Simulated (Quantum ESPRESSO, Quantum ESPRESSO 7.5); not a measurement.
## 1T-CaF2, 1 layer: solver and mixing choices

Which eigensolver and mixing suits 1T-CaF2, 1 layer? The physics should not care; the clock does.

Calculated with Quantum ESPRESSO 7.5; plane-wave DFT, PBE, SPMS norm-conserving pseudopotentials.

## Step 1: The structure

The cell holds 3 atoms: 2 F and 1 Ca. Cell: a = 3.580 Å, b = 3.580 Å, c = 18.838 Å, α = 90.0°, β = 90.0°, γ = 120.0°. It derives from CaF2. Vacuum lies along c.

This sheet is a model structure: its symmetry is held, and its stability is not tested here.

## Step 2: Self-consistent run: david, local-TF mixing, beta 0.4, history 8

The first run is the reference of the series.

File c0.in:

```
&control
  prefix = 'c0'
  outdir = './out'
  pseudo_dir = './pseudo'
  calculation = 'scf'
  tprnfor = .true.
/
&system
  ibrav = 0
  nat = 3
  ntyp = 2
  ecutwfc = 60
  ecutrho = 240
  occupations = 'smearing'
  smearing = 'fd'
  degauss = 0.004
  assume_isolated = 'esm'
  esm_bc = 'bc1'
/
&electrons
  conv_thr = 1e-07
  mixing_beta = 0.4
  electron_maxstep = 80
  mixing_mode = 'local-TF'
  diagonalization = 'david'
  mixing_ndim = 8
/
ATOMIC_SPECIES
  F   18.9984  09_F_7_1.5_1.5_pbe_n_v1.0.upf
  Ca  40.0780  20_Ca_10_2.3_2.7_pbe_n_v1.0.upf
CELL_PARAMETERS angstrom
  3.58000000000000 0.00000000000000 0.00000000000000
  -1.79000000000000 3.10037094554829 0.00000000000000
  0.00000000000000 0.00000000000000 18.83794522950676
ATOMIC_POSITIONS crystal
  F   0.666666666667 0.333333333333 -0.048783060125
  Ca  0.000000000000 0.000000000000 0.000000000000
  F   0.333333333333 0.666666666667 0.048783060125
K_POINTS automatic
  12 12 1 0 0 0
```

On the command line:

```bash
OMP_NUM_THREADS=1 mpirun -n 4 pw.x -nk 4 -in c0.in > c0.out
```

The log of the run:

```text
Program PWSCF v.7.5 starts
[citation notice left out]

     Parallel version (MPI & OpenMP), running on       4 processor cores
     Number of MPI processes:                 4
     Threads/MPI process:                     1

     MPI processes distributed on     1 nodes
[...]
Current dimensions of program PWSCF are:
     Max number of different atomic species (ntypx) = 10
     Max number of k-points (npk) =  40000
     Max angular momentum in pseudopotentials (lmaxx) =  4
     Message from routine setup:
     using ibrav=0 with symmetry is DISCOURAGED, use correct ibrav instead

     K-points division:     npool     =       4
     Subspace diagonalization in iterative solution of the eigenvalue problem:
     a serial algorithm will be used

     G-vector sticks info
     --------------------
     sticks:   dense  smooth     PW     G-vecs:    dense   smooth      PW
     Sum         757     757    211                88543    88543   13829

     Using Slab Decomposition

     bravais-lattice index     =            0
     lattice parameter (alat)  =       6.7652  a.u.
     unit-cell volume          =    1410.9994 (a.u.)^3
     number of atoms/cell      =            3
     number of atomic types    =            2
     number of electrons       =        24.00
     number of Kohn-Sham states=           16
     kinetic-energy cutoff     =      60.0000  Ry
     charge density cutoff     =     240.0000  Ry
     scf convergence threshold =      1.0E-07
     mixing beta               =       0.4000
     number of iterations used =            8  local-TF  mixing
     Exchange-correlation= PBE
                           (   1   4   3   4   0   0   0)

     Effective Screening Medium Method
     =================================
     Boundary Conditions: Vacuum-Slab-Vacuum
     total charge in unit cell        =   0.0000
     grid points for fit at edges     =        4

     celldm(1)=   6.765220  celldm(2)=   0.000000  celldm(3)=   0.000000
     celldm(4)=   0.000000  celldm(5)=   0.000000  celldm(6)=   0.000000

     crystal axes: (cart. coord. in units of alat)
               a(1) = (   1.000000   0.000000   0.000000 )
               a(2) = (  -0.500000   0.866025   0.000000 )
               a(3) = (   0.000000   0.000000   5.261996 )

     reciprocal axes: (cart. coord. in units 2 pi/alat)
               b(1) = (  1.000000  0.577350 -0.000000 )
               b(2) = (  0.000000  1.154701  0.000000 )
               b(3) = (  0.000000 -0.000000  0.190042 )

     PseudoPot. # 1 for F  read from file:
     ./pseudo/09_F_7_1.5_1.5_pbe_n_v1.0.upf
     Pseudo is Norm-conserving + core correction, Zval =  7.0
     Generated using ONCVPSP code by D. R. Hamann
     Using radial grid of  834 points,  5 beta functions with:
                l(1) =   0
                l(2) =   0
                l(3) =   1
                l(4) =   1
                l(5) =   2

     PseudoPot. # 2 for Ca read from file:
     ./pseudo/20_Ca_10_2.3_2.7_pbe_n_v1.0.upf
     Pseudo is Norm-conserving + core correction, Zval = 10.0
     Generated using ONCVPSP code by D. R. Hamann
     Using radial grid of 1752 points,  6 beta functions with:
                l(1) =   0
                l(2) =   0
                l(3) =   1
                l(4) =   1
                l(5) =   2
                l(6) =   2

     atomic species   valence    mass     pseudopotential
     F                 7.00    18.99840     F ( 1.00)
     Ca               10.00    40.07800     Ca( 1.00)

     12 Sym. Ops., with inversion, found

   Cartesian axes

     site n.     atom                  positions (alat units)
         1        F      tau(   1) = (   0.5000000   0.2886751  -0.2566963  )
         2        Ca     tau(   2) = (   0.0000000   0.0000000   0.0000000  )
         3        F      tau(   3) = (  -0.0000000   0.5773503   0.2566963  )

     number of k points=    19  Fermi-Dirac smearing, width (Ry)=  0.0040
                       cart. coord. in units 2pi/alat
        k(    1) = (   0.0000000   0.0000000   0.0000000), wk =   0.0138889
        k(    2) = (   0.0000000   0.0962250   0.0000000), wk =   0.0833333
        k(    3) = (   0.0000000   0.1924501   0.0000000), wk =   0.0833333
        k(    4) = (   0.0000000   0.2886751   0.0000000), wk =   0.0833333
        k(    5) = (   0.0000000   0.3849002   0.0000000), wk =   0.0833333
        k(    6) = (   0.0000000   0.4811252   0.0000000), wk =   0.0833333
        k(    7) = (   0.0000000  -0.5773503   0.0000000), wk =   0.0416667
        k(    8) = (   0.0833333   0.1443376   0.0000000), wk =   0.0833333
        k(    9) = (   0.0833333   0.2405626   0.0000000), wk =   0.1666667
        k(   10) = (   0.0833333   0.3367877   0.0000000), wk =   0.1666667
[...]
k(   19) = (   0.3333333   0.5773503   0.0000000), wk =   0.0277778

     Dense  grid:    88543 G-vectors     FFT dimensions: (  36,  36, 180)

     Estimated max dynamical RAM per process >     119.94 MB

     Estimated total dynamical RAM >     414.91 MB

     Check: negative core charge=   -0.000003

     Initial potential from superposition of free atoms

     starting charge      23.9951, renormalised to      24.0000

     negative rho (up, down):  4.139E-05 0.000E+00
     Starting wfcs are   13 randomized atomic wfcs +    3 random wfcs

     total cpu time spent up to now is        0.7 secs

     per-process dynamical memory:    70.7 Mb

     Self-consistent Calculation

     iteration #  1     ecut=    60.00 Ry     beta= 0.40
     Davidson diagonalization with overlap
     ethr =  1.00E-02,  avg # of iterations = 11.8

     total cpu time spent up to now is        3.1 secs

     total energy              =    -176.58859395 Ry
     estimated scf accuracy    <       0.44605826 Ry

     iteration #  2     ecut=    60.00 Ry     beta= 0.40
[...]
total energy              =    -176.49000175 Ry
     estimated scf accuracy    <       0.21841413 Ry

     iteration #  3     ecut=    60.00 Ry     beta= 0.40
[...]
total energy              =    -176.57203594 Ry
     estimated scf accuracy    <       0.08646140 Ry

     iteration #  4     ecut=    60.00 Ry     beta= 0.40
[...]
c_bands:  2 eigenvalues not converged
[...]
total energy              =    -176.61518310 Ry
     estimated scf accuracy    <       0.02941596 Ry

     iteration #  5     ecut=    60.00 Ry     beta= 0.40
[...]
c_bands:  1 eigenvalues not converged
     c_bands:  2 eigenvalues not converged
[...]
total energy              =    -176.74298306 Ry
     estimated scf accuracy    <       0.23389862 Ry

     iteration #  6     ecut=    60.00 Ry     beta= 0.40
[...]
c_bands:  1 eigenvalues not converged
[...]
total energy              =    -176.55613597 Ry
     estimated scf accuracy    <       0.50192114 Ry

     iteration #  7     ecut=    60.00 Ry     beta= 0.40
[...]
negative rho (up, down):  8.983E-03 0.000E+00

[...]
total energy              =    -176.60201636 Ry
     estimated scf accuracy    <       0.07147765 Ry

     iteration #  8     ecut=    60.00 Ry     beta= 0.40
[...]
negative rho (up, down):  1.036E-02 0.000E+00

[...]
total energy              =    -176.57316004 Ry
     estimated scf accuracy    <       0.08052415 Ry

     iteration #  9     ecut=    60.00 Ry     beta= 0.40
[...]
negative rho (up, down):  1.382E-02 0.000E+00

[...]
total energy              =    -176.58638183 Ry
     estimated scf accuracy    <       0.00857304 Ry

     iteration # 10     ecut=    60.00 Ry     beta= 0.40
[...]
c_bands:  2 eigenvalues not converged
     c_bands:  3 eigenvalues not converged
     c_bands:  3 eigenvalues not converged
     c_bands:  1 eigenvalues not converged
     c_bands:  2 eigenvalues not converged
[...]
negative rho (up, down):  1.252E-02 0.000E+00

[...]
total energy              =    -176.58223176 Ry
     estimated scf accuracy    <       0.01148241 Ry

     iteration # 11     ecut=    60.00 Ry     beta= 0.40
[...]
c_bands:  1 eigenvalues not converged
     c_bands:  1 eigenvalues not converged
     c_bands:  2 eigenvalues not converged
     c_bands:  3 eigenvalues not converged
     c_bands:  1 eigenvalues not converged
[...]
negative rho (up, down):  3.987E-03 0.000E+00

[...]
total energy              =    -176.58128518 Ry
     estimated scf accuracy    <       0.00197371 Ry

     iteration # 12     ecut=    60.00 Ry     beta= 0.40
[...]
c_bands:  1 eigenvalues not converged
     c_bands:  2 eigenvalues not converged
     c_bands:  2 eigenvalues not converged
     c_bands:  1 eigenvalues not converged
     c_bands:  1 eigenvalues not converged
[...]
negative rho (up, down):  3.332E-03 0.000E+00

[...]
total energy              =    -176.58128538 Ry
     estimated scf accuracy    <       0.00869371 Ry

     iteration # 13     ecut=    60.00 Ry     beta= 0.40
[...]
c_bands:  2 eigenvalues not converged
     c_bands:  1 eigenvalues not converged
[...]
negative rho (up, down):  4.498E-04 0.000E+00

[...]
total energy              =    -176.58270058 Ry
     estimated scf accuracy    <       0.00007278 Ry

     iteration # 14     ecut=    60.00 Ry     beta= 0.40
[...]
c_bands:  2 eigenvalues not converged
     c_bands:  1 eigenvalues not converged
[...]
negative rho (up, down):  2.372E-04 0.000E+00

[...]
total energy              =    -176.58283707 Ry
     estimated scf accuracy    <       0.00043743 Ry

     iteration # 15     ecut=    60.00 Ry     beta= 0.40
[...]
c_bands:  1 eigenvalues not converged
     c_bands:  1 eigenvalues not converged
[...]
negative rho (up, down):  2.748E-04 0.000E+00

[...]
total energy              =    -176.58289522 Ry
     estimated scf accuracy    <       0.00012068 Ry

     iteration # 16     ecut=    60.00 Ry     beta= 0.40
[...]
c_bands:  1 eigenvalues not converged
[...]
negative rho (up, down):  2.238E-04 0.000E+00

[...]
total energy              =    -176.58275640 Ry
     estimated scf accuracy    <       0.00012511 Ry

     iteration # 17     ecut=    60.00 Ry     beta= 0.40
[...]
negative rho (up, down):  6.485E-05 0.000E+00

[...]
total energy              =    -176.58276792 Ry
     estimated scf accuracy    <       0.00016243 Ry

     iteration # 18     ecut=    60.00 Ry     beta= 0.40
[...]
negative rho (up, down):  1.791E-05 0.000E+00

[...]
total energy              =    -176.58279385 Ry
     estimated scf accuracy    <       0.00001536 Ry

     iteration # 19     ecut=    60.00 Ry     beta= 0.40
[...]
negative rho (up, down):  6.568E-07 0.000E+00

[...]
total energy              =    -176.58280558 Ry
     estimated scf accuracy    <       0.00000072 Ry

     iteration # 20     ecut=    60.00 Ry     beta= 0.40
[...]
negative rho (up, down):  5.743E-07 0.000E+00

[...]
total energy              =    -176.58280545 Ry
     estimated scf accuracy    <       0.00000010 Ry

     iteration # 21     ecut=    60.00 Ry     beta= 0.40
[...]
End of self-consistent calculation

          k = 0.0000 0.0000 0.0000 ( 11073 PWs)   bands (ev):

   -44.5584 -28.0656 -27.9993 -25.4266 -25.4266 -25.1267 -10.1577 -10.1577
    -9.9224  -8.9559  -8.9072  -8.9072  -1.6233  -0.7438   0.5940   0.7865

          k = 0.0000 0.0962 0.0000 ( 11123 PWs)   bands (ev):

   -44.5549 -28.0568 -28.0466 -25.4331 -25.3729 -25.1532 -10.1463 -10.1262
    -9.9147  -8.9709  -8.9301  -8.9215  -1.4946  -0.6555  -0.2789   0.8154

          k = 0.0000 0.1925 0.0000 ( 11127 PWs)   bands (ev):

   -44.5453 -28.1869 -28.0100 -25.4509 -25.2954 -25.1672 -10.1105 -10.0378
    -9.9095  -9.0946  -8.9928  -8.8472  -1.1318  -0.4060   0.0453   0.5242

          k = 0.0000 0.2887 0.0000 ( 11102 PWs)   bands (ev):

   -44.5322 -28.3514 -27.9514 -25.4751 -25.3869 -25.0100 -10.1031  -9.9112
    -9.9079  -9.1618  -9.0848  -8.7805  -0.6268  -0.0607   0.5140   0.5741

          k = 0.0000 0.3849 0.0000 ( 11074 PWs)   bands (ev):

   -44.5190 -28.4999 -27.8882 -25.5066 -25.4991 -24.8439 -10.2283  -9.8199
    -9.7585  -9.1936  -9.1250  -8.7661  -0.1215   0.0959   0.8668   1.2486

          k = 0.0000 0.4811 0.0000 ( 11050 PWs)   bands (ev):

   -44.5094 -28.6008 -27.8385 -25.5986 -25.5165 -24.7282 -10.3639  -9.7038
    -9.6117  -9.3089  -9.0402  -8.8137   0.0875   0.1946   1.4352   1.5637

[...]
the Fermi energy is    -3.2290 ev

!    total energy              =    -176.58280325 Ry
     estimated scf accuracy    <       0.00000009 Ry
     smearing contrib. (-TS)   =      -0.00000000 Ry
     internal energy E=F+TS    =    -176.58280325 Ry

     The total energy is F=E-TS. E is the sum of the following terms:
     one-electron contribution =     258.13395056 Ry
     hartree contribution      =    -126.75371746 Ry
     xc contribution           =     -37.18615629 Ry
     ewald contribution        =    -270.77688006 Ry

     convergence has been achieved in  21 iterations

     Forces acting on atoms (cartesian axes, Ry/au):

     atom    1 type  1   force =    -0.00000000   -0.00000000   -0.01188952
     atom    2 type  2   force =     0.00000000   -0.00000000    0.00000000
     atom    3 type  1   force =    -0.00000000   -0.00000000    0.01188952

     Total force =     0.016814     Total SCF correction =     0.000031

[...]
=------------------------------------------------------------------------------=
   JOB DONE.
=------------------------------------------------------------------------------=
[...]
```

Elapsed: 52 s, on 4 MPI ranks of Arm Neoverse V2, shared host; peak memory 0.48 GiB.

Numbers from this step:

| Quantity | Value |
| --- | --- |
| free energy | -2402.5314 eV |
| Fermi energy | -3.229 eV |
| valence top, on the run's zero | -8.748 eV |
| conduction bottom, on the run's zero | -1.623 eV |
| gap by band count | 7.124 eV |
| vacuum line at the lower end of the cell, over the valence top | 8.748 eV |
| vacuum line at the upper end of the cell, over the valence top | 8.748 eV |

Electrostatic potential energy of an electron; zero at the highest filled level of the SCF mesh. Potential energy, planar mean against z:

z (Å), potential energy, planar mean (eV) and a bar from the least value:
```
       -9       8.75 ##############################
       -8       8.75 ##############################
       -7       8.75 ##############################
       -6       8.75 ##############################
       -5       8.75 ##############################
       -4       8.75 ##############################
       -3       8.74 ##############################
       -2       8.41 #############################
       -1      -3.58 #####
        0      -6.16 
        1      -3.58 #####
        2       8.41 #############################
        3       8.74 ##############################
        4       8.75 ##############################
        5       8.75 ##############################
        6       8.75 ##############################
        7       8.75 ##############################
        8       8.75 ##############################
        9       8.75 ##############################
```

The program's own clock; routines nest. Time by routine:

```tsv
routine	wall time (s)	calls
PWSCF	51.15	1
electrons	50.16	1
c_bands	35.33	21
cegterg	28.99	105
h_psi	24.23	1055
fftw	21.17	15120
vloc_psi	21.02	1055
mix_rho	9.71	21
ffts	5.51	2213
sum_band	3.21	21
v_of_rho	1.66	22
add_vuspsi	1.61	1055
calbec	1.57	1075
h_psi:calbec	1.51	1055
```

The vacuum levels are read from the outermost 0.7 Å of the cell on either side.

The run needed 21 iterations to bring the estimated error under 1e-07 Ry; the largest force on any atom, held or free, is 0.31 eV/Å.

Inside the slab this potential holds the local part of the pseudopotentials, which can be repulsive at the nuclei; only its value in the vacuum has a meaning of its own.

## Step 3: SCF with pw.x: david, plain mixing, beta 0.4, history 8

c1.in, as its differences from the input of step 2:

```diff
@@ -1,3 +1,3 @@
 &control
-  prefix = 'c0'
+  prefix = 'c1'
   outdir = './out'
@@ -23,3 +23,3 @@
   electron_maxstep = 80
-  mixing_mode = 'local-TF'
+  mixing_mode = 'plain'
   diagonalization = 'david'
```

On the command line:

```bash
OMP_NUM_THREADS=1 mpirun -n 4 pw.x -nk 4 -in c1.in > c1.out
```

The log of the run:

```text
[banner, memory and clock lines left out]
Program PWSCF v.7.5 starts
[...]
Message from routine setup:
[...]
number of electrons       =        24.00
     number of Kohn-Sham states=           16
     kinetic-energy cutoff     =      60.0000  Ry
     charge density cutoff     =     240.0000  Ry
[...]
number of k points=    19  Fermi-Dirac smearing, width (Ry)=  0.0040
[...]
Dense  grid:    88543 G-vectors     FFT dimensions: (  36,  36, 180)
[...]
negative rho (up, down):  4.139E-05 0.000E+00
     Starting wfcs are   13 randomized atomic wfcs +    3 random wfcs
[...]
negative rho (up, down):  1.167E-05 0.000E+00
[...]
estimated scf accuracy    <       0.44605826 Ry
[...]
negative rho (up, down):  1.294E-07 0.000E+00
[...]
estimated scf accuracy    <       0.04016626 Ry
[...]
negative rho (up, down):  2.384E-06 0.000E+00
[...]
estimated scf accuracy    <       0.04844978 Ry
[...]
estimated scf accuracy    <       0.07068558 Ry
[...]
estimated scf accuracy    <       0.00797691 Ry
[...]
estimated scf accuracy    <       0.00964389 Ry
[...]
estimated scf accuracy    <       0.01040539 Ry
[...]
estimated scf accuracy    <       0.00832213 Ry
[...]
estimated scf accuracy    <       0.00163714 Ry
[...]
estimated scf accuracy    <       0.00117404 Ry
[...]
estimated scf accuracy    <       0.00115169 Ry
[...]
estimated scf accuracy    <       0.00115538 Ry
[...]
estimated scf accuracy    <       0.00077973 Ry
[...]
negative rho (up, down):  4.065E-06 0.000E+00
[...]
estimated scf accuracy    <       0.00090116 Ry
[...]
estimated scf accuracy    <       0.00220682 Ry
[...]
negative rho (up, down):  1.203E-05 0.000E+00
[...]
estimated scf accuracy    <       0.00176030 Ry
[...]
estimated scf accuracy    <       0.01140776 Ry
[...]
estimated scf accuracy    <       0.00007441 Ry
[...]
estimated scf accuracy    <       0.00069679 Ry
[...]
estimated scf accuracy    <       0.00048151 Ry
[...]
estimated scf accuracy    <       0.00000736 Ry
[...]
estimated scf accuracy    <       0.00001861 Ry
[...]
estimated scf accuracy    <       0.00000328 Ry
[...]
estimated scf accuracy    <       0.00006366 Ry
[...]
estimated scf accuracy    <       0.00007330 Ry
[...]
estimated scf accuracy    <       0.00023270 Ry
[...]
estimated scf accuracy    <       0.00007209 Ry
[...]
estimated scf accuracy    <       0.00013758 Ry
[...]
estimated scf accuracy    <       0.00021910 Ry
[...]
estimated scf accuracy    <       0.00000657 Ry
[...]
estimated scf accuracy    <       0.00000023 Ry
[...]
estimated scf accuracy    <       0.00000207 Ry
[...]
the Fermi energy is    -3.2282 ev
!    total energy              =    -176.58280325 Ry
     estimated scf accuracy    <       0.00000003 Ry
     smearing contrib. (-TS)   =      -0.00000000 Ry
     internal energy E=F+TS    =    -176.58280325 Ry
[...]
one-electron contribution =     258.13392071 Ry
     hartree contribution      =    -126.75370589 Ry
     xc contribution           =     -37.18613801 Ry
     ewald contribution        =    -270.77688006 Ry
     convergence has been achieved in  33 iterations
[...]
Total force =     0.016794     Total SCF correction =     0.000111
[...]
```

Wall time 61 s (4 MPI ranks); peak memory 0.47 GiB.

This step gave:

```
Fermi energy                                                   : -3.228 eV
valence top, on the run's zero                                 : -8.745 eV
conduction bottom, on the run's zero                           : -1.626 eV
gap by band count                                              : 7.119 eV
vacuum line at the lower end of the cell, over the valence top : 8.745 eV
vacuum line at the upper end of the cell, over the valence top : 8.745 eV
```

The program's own clock; routines nest. Time by routine:

```tsv
routine	wall time (s)	calls
PWSCF	60.1	1
electrons	59.1	1
c_bands	50.74	33
cegterg	42.74	165
h_psi	35.73	1484
fftw	31.53	22390
vloc_psi	31.04	1484
sum_band	5.07	33
v_of_rho	2.44	34
add_vuspsi	2.35	1484
calbec	2.26	1504
h_psi:calbec	2.21	1484
fft	0.91	350
init_us_2	0.85	340
```

Counted from each run's own zero (the valence top), the vacuum level differs from the first run's by -2 meV.

(Part 1 of 3 ends here.)

[Logs are printed without paths, hosts, clocks, repeated set-up lines and the standing remarks that a program may print on its own settings, such as how far it seeks lower states.]

[Hosts, paths, dates, database ids (printed as entryN), source tags and the programs' standing remarks are cut or masked in the printed files.]

[Maps of the electrostatic potential energy from Ansatz leave out the sawtooth potential of an applied field or a dipole correction, so their vacuum need not be flat; planar profiles and work functions include it.]
